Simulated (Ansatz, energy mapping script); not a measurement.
**VOF2 monolayer: J from the energies of magnetic orders (0.5 holes a magnetic atom)**

Aim: the exchange couplings of VOF2 monolayer from the energies of a few collinear orders, and the ordering temperature that they give.

Main program and level: Ansatz 0.2.0; LDA with U = 1.92 eV on V d, ortho-atomic projectors; plane waves, U on orthogonalised atomic orbitals unless named otherwise, collinear spin, no spin–orbit coupling.

## Step 1: The starting structure

The cell holds 4 atoms: 1 V, 1 O and 2 F. Its edges and angles: a = 3.085 Å, b = 3.732 Å, c = 17.495 Å, α = 90.0°, β = 90.0°, γ = 90.0°. It derives from VOF2. one layer cut from the bulk crystal, unrelaxed, 15 A of vacuum. Vacuum lies along c.

The cell comes from a database of computed structures, and need not be the one that the compound takes in experiment.

This cell differs from the given one by: 0.5 holes a magnetic atom. The charge is balanced by a uniform background.

A Hubbard U penalises fractional filling of the shell. It raises the cost of virtual hops to the neighbours, so couplings that rest on such hops usually weaken.

## Step 2: Seed run in the crystal's own cell

A corrected shell can settle in several orbital fillings. One parallel run, with an occupation width a fifth wider than the orders use, therefore is to supply the occupation matrices. All orders start from them.

The input, input.yaml:

```yaml
crystal:
  lattice:
    - [3.085137, 0.0, 0.0]
    - [0.0, 3.731866, 0.0]
    - [0.0, 0.0, 17.495121]
  atoms:
    - { symbol: V, position: [0.480221, 0.468864, 0.5], spin: 2.0 }
    - { symbol: O, position: [0.480221, 0.018247, 0.5] }
    - { symbol: F, position: [0.980221, 0.522729, 0.428691] }
    - { symbol: F, position: [0.980221, 0.522729, 0.571309] }
magnetization:
  spin_polarized: true
total_charge: 0.5
kpoints:
  mp_grid: { grid: [11, 9, 1] }
hamiltonian:
  xc: lda
  hubbard:
    sites: [{ species: V, l: d, u_eff: 1.92 }]
    projectors: ortho-atomic
scf:
  occupations: { method: fermi_dirac, width: 0.084 }
output:
  eigenvalues: true
```

Command:

```sh
$ ansatz run input.yaml --threads 4 --pin off --max-ram 8192MiB --backend cpu --events-out ev --progress --plain --runs-dir out
```

Numbers of over 12 decimals in the logs are rounded to 6 here.

What it wrote:

```text
Engine: ansatz 0.2.0, aarch64-unknown-linux-gnu
Pseudopotentials: kind: paw
Pseudopotential: V, paw, valence charge 13, recommended cutoff 420 eV (normal), V.paw.azcp
Pseudopotential: O, paw, valence charge 6, recommended cutoff 420 eV (normal), O.paw.azcp
Pseudopotential: F, paw, valence charge 7, recommended cutoff 420 eV (normal), F.paw.azcp
Functional definition: SPW92
  exchange = slater_x
  correlation = pw_c
Crystal: 4 atoms, lattice volume = 201.427 Å³
Basis set: ecut = 420 eV, 3905 PW (Γ)
Bands: 22, of which v1, the nominal top of the filled ones, is band 16 counted from 1 (15 counted from 0)
Symmetry: 4 space group operations
Space group: Pmm2 (ITA 25), of the structure as read, at distance tolerance 5.9e-5 Å
Magnetic group: BNS 25.57 (UNI 155), of the structure as read, at distance tolerance 5.9e-5 Å
k-points: 30 of 99 (time reversal used)
Non-local potential: V, projectors of the file, l = 0: 3, l = 1: 2, l = 2: 3, l = 3: 1
Non-local potential: O, projectors of the file, l = 0: 2, l = 1: 2, l = 2: 1
Non-local potential: F, projectors of the file, l = 0: 2, l = 1: 2, l = 2: 1
PAW form: soft (Blöchl's): semilocal exchange-correlation on the pseudo side does not see the compensation charge
PAW frozen core: V, regenerated for the run's functional, and the local potential with it (the file was generated under x = pbe(κ = 0.804, μ = 0.219515), c = pbe(β = 0.066725))
PAW frozen core: O, regenerated for the run's functional, and the local potential with it (the file was generated under x = pbe(κ = 0.804, μ = 0.219515), c = pbe(β = 0.066725))
PAW frozen core: F, regenerated for the run's functional, and the local potential with it (the file was generated under x = pbe(κ = 0.804, μ = 0.219515), c = pbe(β = 0.066725))
PAW one-centre angular grid: V, 590 points (default); XC on 64 Gauss nodes
PAW one-centre angular grid: O, 110 points (default); XC on 64 Gauss nodes
PAW one-centre angular grid: F, 110 points (default); XC on 64 Gauss nodes
Initial density: superposition of atomic densities (neutral atoms scaled as one to the charged cell's electrons: chi_scale 0, normalization atom)
Starting moments: Σ|m| = 2 μB on 1 of 4 sites
Initial wavefunctions: pseudopotential atomic-orbital guess
Functional: x = slater, c = lda
SCF iter   1: F=—  HF=-5002.845809 eV  |F-HF|=—  |Δ(HF+E_count)|=         —  Δρ=6.55e-2 (↑6.55e-2 ↓4.75e-2)  dr2=1.95e1  dr2_m=1.57e0  M=0.500 μB ∫|m|=0.901 μB  β_m=0.30  ethr=3.10e-3  ⟨swp⟩=11.1  Hψ=9408  notcnv=0
preconditioner: auto → none  [metal: Δε(μ)=0.045 eV  Ē_g=10.651 eV  σ=0.084 eV  W_gap=0.13  n_scr=24 (ndim 8)  ℏωp=11.8 eV  f_vac=0.716  D(μ)=2.80/eV (n_scr^D=8)  sad-step TF]
[...]
SCF iter  16: F=-4999.433777 eV  HF=-4999.433777 eV  |F-HF|=2.53e-9  |Δ(HF+E_count)|=   1.37e-7  Δρ=2.56e-6 (↑2.56e-6 ↓2.23e-6)  dr2=4.33e-9  dr2_m=9.30e-9  M=0.500 μB ∫|m|=0.848 μB  β_m=0.78  ethr=2.84e-10  ⟨swp⟩=3.4  Hψ=3460  notcnv=0
iter 17 met the thresholds in force, and the SCF goes on: an eigenvalue changes by 3.19 meV, over its tolerance of 1.00 meV (output.eigenvalues, Limitations)
SCF iter  17: F=-4999.433777 eV  HF=-4999.433777 eV  |F-HF|=4.94e-9  |Δ(HF+E_count)|=   7.35e-9  Δρ=1.23e-6 (↑1.23e-6 ↓8.53e-7)  dr2=5.84e-9  dr2_m=7.21e-10  M=0.500 μB ∫|m|=0.848 μB  β_m=0.76  ethr=1.33e-11  ⟨swp⟩=1.8  Hψ=4448  notcnv=0
SCF iter  18: F=-4999.433777 eV  HF=-4999.433777 eV  |F-HF|=6.91e-11  |Δ(HF+E_count)|=  3.26e-10  Δρ=2.30e-7 (↑2.28e-7 ↓2.30e-7)  dr2=1.16e-10  dr2_m=6.74e-11  M=0.500 μB ∫|m|=0.848 μB  ethr=1.33e-11  ⟨swp⟩=1.3  Hψ=3746  notcnv=0
SCF 1 converged in 18 iterations: F = -4999.433777 eV  dr2 = 1.16e-10
[...]
SCF converged after 18 iterations
an eigenvalue changed by more than its tolerance at an iteration that met the thresholds in force, so the SCF went on 1 time: the last check found none over its tolerance
Magnetization: 0.5000 μB (16.5000 up, 16.0000 down)
Absolute magnetization: 0.8481 μB (∫|ρ↑−ρ↓|, with the PAW one-centre terms)
Spin contamination: 0.0196 ħ² per cell (⟨S²⟩ above its minimum at these occupations)
Per-site moments (μB) at R_I (Å): [(0.463981, 0.693677), (-0.098669, 0.693677), (-0.023646, 0.822555), (-0.023646, 0.822555)]
Free energy (F): -4999.433777 eV
Harris-Foulkes:  -4999.433777 eV  (|F-HF|=6.91e-11)
Internal energy: -4999.383817 eV  (E = F + TS)
E sigma→0 (E₀):  -4999.408797 eV
Entropy (-TS):   -0.049959 eV (-12.490 meV/atom)
Fermi energy:    -11.565938 eV
--- Per-component energies (eV) ---
  E_band       = -930.318269
  E_kinetic    = 903.241647
  E_local      = -19504.635979  (includes V_loc(G=0)·N_el)
  E_nonlocal   = 152.254455
  E_hartree    = 9162.735481
  E_xc         = -349.508550
  E_vxc        = -449.144698  (∫ρ·V_xc dr)
  E_hubbard    = 1.905983  (on-site DFT+U / exact-exchange correction)
  E_vhub       = 0.878095  (the Hubbard potential's part of the band-sum identity)
  E_paw        = -1576.326880  (= ΣΔE_a)
  E_vpaw       = -358.389342  (= ΣTr[D̂ρ^β])
  E_aug_tail   = 0.006725  (compensation charges beyond the density's cutoff)
  E_ewald      = 6210.273726
  E_core_change = 0.669575  (= ΣΔE_core)
  E_smearing   = -0.049959  (= −TS)
  E_closure    = 0.000000  (closes the sum)
  E_deformation_potential = 1.614609  (in the stress; not in F)
  Σ components = -4999.433777   (vs F -4999.433777, Δ=0.00e0)
--- Band table (eV; the first three rows and the last of 60) ---
  k-point 0 ↑: bands = [... 12 lower, -14.2782, -13.7698, -13.7399, -13.3567, -11.5275, -10.7845, -10.5966, -9.1588, ... 2 higher]
  k-point 1 ↑: bands = [... 12 lower, -14.2765, -14.0247, -13.5961, -13.5197, -11.5272, -10.5576, -10.4625, -8.7861, ... 2 higher]
  k-point 2 ↑: bands = [... 12 lower, -14.4497, -14.2717, -13.8500, -13.3544, -11.5238, -10.0998, -10.0605, -8.5653, ... 2 higher]
  k-point 29 ↓: bands = [... 12 lower, -15.0451, -14.7974, -14.3219, -13.2869, -9.7599, -9.0430, -8.9614, -8.8159, ... 2 higher]
Occupation matrices written to <dir>
```

The job ended after 13 s (4 threads of Arm Neoverse V1, shared host; peak memory 0.6 GiB; 47 s of CPU time).

Numbers from this step:

| Quantity | Value |
| --- | --- |
| final state | ferromagnetic |
| electrons in the corrected shells | 3.056 e |
| largest moment | 0.464 μB |

## Step 3: Run 1 (parallel; cell A, 8 atoms)

The parallel order is the zero of energy for this cell and mesh.

The input, input.yaml:

```yaml
crystal:
  lattice:
    - [6.170274, 0.0, 0.0]
    - [0.0, 3.731866, 0.0]
    - [0.0, 0.0, 17.495121]
  atoms:
    - { symbol: V, position: [0.2401105, 0.468864, 0.5], spin: 2.0 }
    - { symbol: V, position: [0.7401105, 0.468864, 0.5], spin: 2.0 }
    - { symbol: O, position: [0.2401105, 0.018247, 0.5] }
    - { symbol: O, position: [0.7401105, 0.018247, 0.5] }
    - { symbol: F, position: [0.4901105, 0.522729, 0.428691] }
    - { symbol: F, position: [0.9901105, 0.522729, 0.428691] }
    - { symbol: F, position: [0.4901105, 0.522729, 0.571309] }
    - { symbol: F, position: [0.9901105, 0.522729, 0.571309] }
magnetization:
  spin_polarized: true
total_charge: 1.0
kpoints:
  mp_grid: { grid: [6, 9, 1] }
hamiltonian:
  xc: lda
  hubbard:
    sites:
      - { species: V, l: d, u_eff: 1.92 }
      - { site: 0, l: d, u_eff: 1.92, starting_ns: [{ spin: up, occupation_matrix: v1_major }, { spin: down, occupation_matrix: v1_minor }] }
      - { site: 1, l: d, u_eff: 1.92, starting_ns: [{ spin: up, occupation_matrix: v1_major }, { spin: down, occupation_matrix: v1_minor }] }
    projectors: ortho-atomic
    occupation_matrices:
      v1_major:
        matrix:
          - [0.53, 0.0, 0.0, -0.095, 0.0]
          - [0.0, 0.263, 0.0, 0.0, 0.0]
          - [0.0, 0.0, 0.321, 0.0, 0.0]
          - [-0.095, 0.0, 0.0, 0.411, 0.0]
          - [0.0, 0.0, 0.0, 0.0, 0.339]
      v1_minor:
        matrix:
          - [0.132, 0.0, 0.0, 0.088, 0.0]
          - [0.0, 0.24, 0.0, 0.0, 0.0]
          - [0.0, 0.0, 0.258, 0.0, 0.0]
          - [0.088, 0.0, 0.0, 0.291, 0.0]
          - [0.0, 0.0, 0.0, 0.0, 0.27]
scf:
  occupations: { method: fermi_dirac, width: 0.07 }
output:
  eigenvalues: true
```

What it wrote:

```text
[...]
Crystal: 8 atoms, lattice volume = 402.854 Å³
Basis set: ecut = 420 eV, 7863 PW (Γ)
Bands: 43, of which v1, the nominal top of the filled ones, is band 33 counted from 1 (32 counted from 0)
Symmetry: 8 space group operations
[...]
k-points: 20 of 54 (time reversal used)
[...]
Starting moments: Σ|m| = 4 μB on 2 of 8 sites
[...]
SCF iter   1: F=—  HF=-10006.026984 eV  |F-HF|=—  |Δ(HF+E_count)|=         —  Δρ=6.73e-2 (↑6.73e-2 ↓4.66e-2)  dr2=3.85e1  dr2_m=3.39e0  M=1.000 μB ∫|m|=1.584 μB  β_m=0.30  ethr=3.10e-3  ⟨swp⟩=12.0  Hψ=9713  notcnv=0
[...]
SCF iter  21: F=-9998.851535 eV  HF=-9998.851535 eV  |F-HF|=2.02e-10  |Δ(HF+E_count)|=   4.65e-9  Δρ=1.30e-7 (↑8.72e-8 ↓1.30e-7)  dr2=2.06e-10  dr2_m=4.31e-12  M=1.000 μB ∫|m|=1.706 μB  ethr=1.42e-12  ⟨swp⟩=1.6  Hψ=5338  notcnv=0
SCF 1 converged in 21 iterations: F = -9998.851535 eV  dr2 = 2.06e-10
[...]
SCF converged after 21 iterations
[...]
Magnetization: 1.0000 μB (33.0000 up, 32.0000 down)
Absolute magnetization: 1.7062 μB (∫|ρ↑−ρ↓|, with the PAW one-centre terms)
[...]
Per-site moments (μB) at R_I (Å): [(0.465774, 0.693677), (0.465774, 0.693677), (-0.099048, 0.693677), (-0.099048, 0.693677), (-0.024578, 0.822555), (-0.024578, 0.822555), (-0.024578, 0.822555), (-0.024578, 0.822555)]
Free energy (F): -9998.851535 eV
[...]
Internal energy: -9998.772994 eV  (E = F + TS)
E sigma→0 (E₀):  -9998.812265 eV
Entropy (-TS):   -0.078541 eV (-9.818 meV/atom)
Fermi energy:    -11.563772 eV
[...]
--- Specified on-site occupations, and those of the state reported ---
  electrons in the specified blocks: 6.1100 specified, 6.1136 found
  site 0 (l=d) ↑: largest change of an orbital's occupation 0.0043; electrons 1.8640 specified, 1.8671 found; spectral distance 0.0032
[...]
site 0 (l=d) ↓: largest change of an orbital's occupation 0.0010; electrons 1.1910 specified, 1.1897 found; spectral distance 0.0008
[...]
--- Band table (eV; the first three rows and the last of 40) ---
  k-point 0 ↑: bands = [... 29 lower, -13.7367, -13.6449, -13.3522, -11.7315, -11.5253, -10.9144, -10.7791, -10.5942, ... 6 higher]
  k-point 1 ↑: bands = [... 29 lower, -13.8204, -13.5934, -13.5153, -11.7304, -11.5252, -10.6783, -10.5523, -10.4600, ... 6 higher]
  k-point 2 ↑: bands = [... 29 lower, -13.8456, -13.5232, -13.3520, -11.7273, -11.5220, -10.1586, -10.1225, -10.0972, ... 6 higher]
  k-point 19 ↓: bands = [... 29 lower, -13.6058, -13.5502, -13.5502, -9.7425, -9.7425, -8.9936, -8.9936, -8.9621, ... 6 higher]
Occupation matrices written to <dir>
```

Wall time 44 s (4 threads); peak memory 1.1 GiB; 2.7 min of CPU time.

Spin moment in the sphere by atom:

```tsv
atom	spin moment in the sphere (μB)
V1	0.466
V2	0.466
O3	-0.099
O4	-0.099
F5	-0.025
F6	-0.025
F7	-0.025
F8	-0.025
```

The run ends ferromagnetic.

## Step 4: Run 2 (compensated +−; cell A, 8 atoms)

This order reverses 2 of the 2 neighbours at 3.08 Å and 0 of the 2 neighbours at 3.73 Å, counted for an average magnetic atom.

input.yaml, as its differences from that of step 3:

```diff
@@ -7,3 +7,3 @@
     - { symbol: V, position: [0.2401105, 0.468864, 0.5], spin: 2.0 }
-    - { symbol: V, position: [0.7401105, 0.468864, 0.5], spin: 2.0 }
+    - { symbol: V, position: [0.7401105, 0.468864, 0.5], spin: -2.0 }
     - { symbol: O, position: [0.2401105, 0.018247, 0.5] }
@@ -25,3 +25,3 @@
       - { site: 0, l: d, u_eff: 1.92, starting_ns: [{ spin: up, occupation_matrix: v1_major }, { spin: down, occupation_matrix: v1_minor }] }
-      - { site: 1, l: d, u_eff: 1.92, starting_ns: [{ spin: up, occupation_matrix: v1_major }, { spin: down, occupation_matrix: v1_minor }] }
+      - { site: 1, l: d, u_eff: 1.92, starting_ns: [{ spin: up, occupation_matrix: v1_minor }, { spin: down, occupation_matrix: v1_major }] }
     projectors: ortho-atomic
```

What it wrote:

```text
[...]
Crystal: 8 atoms, lattice volume = 402.854 Å³
Basis set: ecut = 420 eV, 7863 PW (Γ)
Bands: 43, of which v1, the nominal top of the filled ones, is band 33 counted from 1 (32 counted from 0)
Symmetry: 4 space group operations
[...]
k-points: 20 of 54 (time reversal used)
[...]
Starting moments: Σ|m| = 4 μB on 2 of 8 sites
Starting magnetic order: antiferromagnet; a translation exchanges its spin sublattices: spin-degenerate at every k-point
[...]
SCF iter   1: F=—  HF=-10006.011126 eV  |F-HF|=—  |Δ(HF+E_count)|=         —  Δρ=5.79e-2 (↑5.79e-2 ↓5.79e-2)  dr2=3.85e1  dr2_m=3.39e0  M=-0.000 μB ∫|m|=1.515 μB  β_m=0.30  ethr=3.10e-3  ⟨swp⟩=11.9  Hψ=9820  notcnv=0
[...]
SCF iter  40: F=-9998.826927 eV  HF=-9998.826927 eV  |F-HF|=4.46e-10  |Δ(HF+E_count)|=  1.82e-12  Δρ=1.82e-7 (↑1.73e-7 ↓1.82e-7)  dr2=4.65e-10  dr2_m=1.41e-11  M=-0.000 μB ∫|m|=1.521 μB  ethr=1.00e-12  ⟨swp⟩=1.6  Hψ=4743  notcnv=0
SCF 1 converged in 40 iterations: F = -9998.826927 eV  dr2 = 4.65e-10
[...]
SCF converged after 40 iterations
[...]
Magnetization: -0.0000 μB (32.5000 up, 32.5000 down)
Absolute magnetization: 1.5235 μB (∫|ρ↑−ρ↓|, with the PAW one-centre terms)
[...]
Per-site moments (μB) at R_I (Å): [(0.433142, 0.693677), (-0.433174, 0.693677), (-0.088016, 0.693677), (0.088023, 0.693677), (1.9248712482536732e-7, 0.822555), (1.9248712482463114e-7, 0.822555), (1.924871248421367e-7, 0.822555), (1.924871248071716e-7, 0.822555)]
Free energy (F): -9998.826927 eV
[...]
Internal energy: -9998.735371 eV  (E = F + TS)
E sigma→0 (E₀):  -9998.781149 eV
Entropy (-TS):   -0.091556 eV (-11.445 meV/atom)
Fermi energy:    -11.564593 eV
[...]
--- Specified on-site occupations, and those of the state reported ---
  electrons in the specified blocks: 6.1100 specified, 6.1044 found
[...]
--- Band table (eV; the first three rows and the last of 40) ---
  k-point 0 ↑: bands = [... 29 lower, -13.7579, -13.6719, -13.3982, -11.6199, -10.8237, -10.7032, -10.2749, -10.2284, ... 6 higher]
  k-point 1 ↑: bands = [... 29 lower, -13.8587, -13.6614, -13.5482, -11.6201, -10.6138, -10.5136, -10.1298, -10.1020, ... 6 higher]
  k-point 2 ↑: bands = [... 29 lower, -13.8743, -13.5838, -13.4137, -11.6181, -10.1456, -10.1083, -9.9095, -9.7427, ... 6 higher]
  k-point 19 ↓: bands = [... 29 lower, -13.5866, -13.5640, -13.5323, -11.4819, -9.8235, -9.3746, -9.3687, -9.1609, ... 6 higher]
Occupation matrices written to <dir>
```

The job ended after 89 s (4 threads; peak memory 1.7 GiB).

Spin moment in the sphere by atom:

```tsv
atom	spin moment in the sphere (μB)
V1	0.433
V2	-0.433
O3	-0.088
O4	0.088
F5	0.000
F6	0.000
F7	0.000
F8	0.000
```

The run ends antiferromagnetic, 15.56 meV a magnetic atom above the parallel order of its cell (energies taken at zero occupation width, not the printed F).

## Step 5: Parallel start in cell B (8 atoms)

A new cell needs its own zero of energy.

This run holds the same structure in another cell (a 6.170 → 3.085 Å, b 3.732 → 7.464 Å).

The input, input.yaml:

```yaml
crystal:
  lattice:
    - [3.085137, 0.0, 0.0]
    - [0.0, 7.463732, 0.0]
    - [0.0, 0.0, 17.495121]
  atoms:
    - { symbol: V, position: [0.480221, 0.234432, 0.5], spin: 2.0 }
    - { symbol: V, position: [0.480221, 0.734432, 0.5], spin: 2.0 }
    - { symbol: O, position: [0.480221, 0.0091235, 0.5] }
    - { symbol: O, position: [0.480221, 0.5091235, 0.5] }
    - { symbol: F, position: [0.980221, 0.2613645, 0.428691] }
    - { symbol: F, position: [0.980221, 0.7613645, 0.428691] }
    - { symbol: F, position: [0.980221, 0.2613645, 0.571309] }
    - { symbol: F, position: [0.980221, 0.7613645, 0.571309] }
magnetization:
  spin_polarized: true
total_charge: 1.0
kpoints:
  mp_grid: { grid: [11, 5, 1] }
hamiltonian:
  xc: lda
  hubbard:
    sites:
      - { species: V, l: d, u_eff: 1.92 }
      - { site: 0, l: d, u_eff: 1.92, starting_ns: [{ spin: up, occupation_matrix: v1_major }, { spin: down, occupation_matrix: v1_minor }] }
      - { site: 1, l: d, u_eff: 1.92, starting_ns: [{ spin: up, occupation_matrix: v1_major }, { spin: down, occupation_matrix: v1_minor }] }
    projectors: ortho-atomic
    occupation_matrices:
      v1_major:
        matrix:
          - [0.53, 0.0, 0.0, -0.095, 0.0]
          - [0.0, 0.263, 0.0, 0.0, 0.0]
          - [0.0, 0.0, 0.321, 0.0, 0.0]
          - [-0.095, 0.0, 0.0, 0.411, 0.0]
          - [0.0, 0.0, 0.0, 0.0, 0.339]
      v1_minor:
        matrix:
          - [0.132, 0.0, 0.0, 0.088, 0.0]
          - [0.0, 0.24, 0.0, 0.0, 0.0]
          - [0.0, 0.0, 0.258, 0.0, 0.0]
          - [0.088, 0.0, 0.0, 0.291, 0.0]
          - [0.0, 0.0, 0.0, 0.0, 0.27]
scf:
  occupations: { method: fermi_dirac, width: 0.07 }
output:
  eigenvalues: true
```

What it wrote:

```text
[...]
Crystal: 8 atoms, lattice volume = 402.854 Å³
Basis set: ecut = 420 eV, 7857 PW (Γ)
Bands: 43, of which v1, the nominal top of the filled ones, is band 33 counted from 1 (32 counted from 0)
Symmetry: 8 space group operations
[...]
k-points: 18 of 55 (time reversal used)
[...]
Starting moments: Σ|m| = 4 μB on 2 of 8 sites
[...]
k-point 1 ↑: bands = [... 29 lower, -13.6199, -13.4872, -13.1816, -11.5253, -11.5142, -10.5922, -10.4851, -9.4394, ... 6 higher]
  k-point 2 ↑: bands = [... 29 lower, -13.7777, -13.3928, -13.2470, -11.5229, -11.5183, -10.1827, -10.1618, -9.7818, ... 6 higher]
  k-point 17 ↓: bands = [... 29 lower, -14.0354, -13.6764, -13.4395, -9.8703, -9.8108, -9.7610, -9.7012, -9.4110, ... 6 higher]
Occupation matrices written to <dir>
[key lines of the parts left out:]
SCF converged after 19 iterations
Magnetization: 1.0000 μB (33.0000 up, 32.0000 down)
Free energy (F): -9998.851558 eV
Fermi energy:    -11.563793 eV
```

Wall time 32 s (4 threads); peak memory 1 GiB; 2 min of CPU time.

The run ends ferromagnetic. For each magnetic atom its energy differs from the parallel run of the first cell by -0.01 meV, an error that one common reference would have brought in.

[end of part 1 of 2]

[Logs and program files are shortened in this print: banners, set-up blocks, solver, clock and traceback lines can be left out without a mark of their own.]

[Logs are printed without paths, hosts, clocks, repeated set-up lines and the standing remarks that a program may print on its own settings, such as how far it seeks lower states.]

[Hosts, paths, dates, database ids (printed as entryN), source tags and the programs' standing remarks are cut or masked in the printed files.]

[Where a cell is said to come from a database of computed structures, the database is the Materials Project.]
